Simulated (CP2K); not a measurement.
Two runs for the C K edge of thiocyanate. Run A: CP2K XAS_TDP, all-electron GAPW, PBEh(45%), aug-cc-pVTZ, TDA, no relativity. Run B differs in one setting.

First lines with a strength over 0.0015. A:

| atom | energy (eV) | states | strength, one atom |
| --- | --- | --- | --- |
| C2 (bonded to N and S) | 282.70 | 2 | 0.1229 |
|  | 284.68 | 1 | 0.0026 |
|  | 285.43 | 1 | 0.0072 |
|  | 285.99 | 2 | 0.0030 |
|  | 286.16 | 1 | 0.0060 |

B:

| atom | energy (eV) | states | strength, one atom |
| --- | --- | --- | --- |
| C2 (bonded to N and S) | 269.53 | 2 | 0.0101 |
|  | 270.66 | 2 | 0.0440 |
|  | 271.40 | 1 | 0.0048 |
|  | 272.05 | 1 | 0.0020 |
|  | 272.31 | 2 | 0.0138 |

Q: Which was it: the basis, scalar relativity switched on, the functional, GW2X switched on?

The functional (functional from PBEh(45%) to PBE; the lines alone don't name the new value). A functional moves all lines by electronvolts and changes their spacings and strengths. For C2 the rule picks another line of the list in the two runs, so no shift is given.

[Hosts, paths, dates, database ids (printed as entryN), source tags and the programs' standing remarks are cut or masked in the printed files.]
